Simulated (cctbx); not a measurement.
**What is wrong with this refinement?**

Cell a = 7.7950 Å, b = 7.7950 Å, c = 13.9050 Å, α = 90.00°, β = 90.00°, γ = 90.00°; space group I4/mcm (no. 140). The compound is Ce4YSbPd2.

Simulated single-crystal data (cctbx): Ga Kα, λ = 1.3414 Å, to d = 0.83 Å, 80 % of the full sphere, strongest reflection 40000 counts, noise from counting, a 4 % proportional error and a noise floor of 8 counts (s.d.); no absorption, and some extinction, which the refinements don't model.

An anisotropic refinement with weights 1/σ² prints:

```text
Rint 0.033, 230 unique reflections to 0.83 A
cycle     R1     wR2    GooF  max shift (A)
   1  0.0945  0.2715  14.649   0.00169
   2  0.0318  0.1043   5.629   0.00001
final R1 0.0318 wR2 0.1043 GooF 5.629  parameters 14  data/parameter 16.4
atom        x        y        z      Ueq    occ   su(xyz)  su(Uiso or U11)
Sb1    0.65640  0.84360  0.13983   0.0052  1.000  0.00009  0.0005
Ce1    0.50000  0.50000  0.25000   0.0230  1.000  0.00000  0.0008
Pd1    0.13186  0.36814  0.00000   0.0120  1.000  0.00016  0.0007
Y1     0.50000  0.50000  0.00000   0.0156  1.000  0.00000  0.0010
difference map: max 2.78 min -3.39 rms 0.49
Q1    0.1735  0.3265  0.3509   16    2.80  0.23 A from Sb1
Q2    0.0000  0.5000  0.1092    8    0.96  1.78 A from Sb1
Q3    0.0000  0.5000  0.2500    4    0.95  2.31 A from Sb1
Q4    0.0790  0.1413  0.1370   32    0.72  2.02 A from Ce1
Q5    0.9927  0.3827  0.0000   16    0.65  1.09 A from Pd1
Q6    0.0000  0.1563  0.2500   16    0.63  1.22 A from Ce1
```

**Question.** Can this result stand? If not, what is the likely fault?

Mend it. The fault: elements exchanged: Ce1 is Sb and Sb1 is Ce. Against the right model at the same level, R1 goes from 0.0081 to 0.0318 and GooF from 0.96 to 5.63, U of Sb1 shrinks from 0.0110 to 0.0052 Å², U of Ce1 swells from 0.0144 to 0.0230 Å², the top difference peak, 2.8 e/Å³, lies on Sb1 and a hole of -3.4 e/Å³ opens. Ce1 has 7 electrons too many and its U swells to shed them, as expected; Sb1 has 7 electrons too few and its U shrinks to make up, as expected.

The compound is Ce4YSbPd2. The right model at the same level gives:

```text
Rint 0.033, 230 unique reflections to 0.83 A
cycle     R1     wR2    GooF  max shift (A)
   1  0.0171  0.0521   2.810   0.00074
   2  0.0081  0.0179   0.963   0.00000
final R1 0.0081 wR2 0.0179 GooF 0.963  parameters 14  data/parameter 16.4
atom        x        y        z      Ueq    occ   su(xyz)  su(Uiso or U11)
Ce1    0.65650  0.84350  0.13980   0.0110  1.000  0.00002  0.0001
Sb1    0.50000  0.50000  0.25000   0.0144  1.000  0.00000  0.0001
Pd1    0.13200  0.36800  0.00000   0.0100  1.000  0.00003  0.0001
Y1     0.50000  0.50000  0.00000   0.0142  1.000  0.00000  0.0002
difference map: max 0.52 min -0.59 rms 0.13
Q1    0.1019  0.2511  0.5000   16    0.52  2.04 A from Pd1
Q2    0.1248  0.3752  0.5000    8    0.41  1.98 A from Ce1
Q3    0.0980  0.1346  0.1363   32    0.36  1.92 A from Ce1
Q4    0.1290  0.3710  0.2078   16    0.36  2.14 A from Ce1
Q5    0.0415  0.4585  0.1130   16    0.35  1.82 A from Ce1
Q6    0.0719  0.2150  0.2347   32    0.33  1.78 A from Sb1
```

This is a model crystal, built by substitution and not relaxed, with assumed displacement parameters.

[Middle refinement cycles are left out of these outputs.]

[Logs are printed without paths, hosts, clocks, repeated set-up lines and the standing remarks that a program may print on its own settings, such as how far it seeks lower states.]
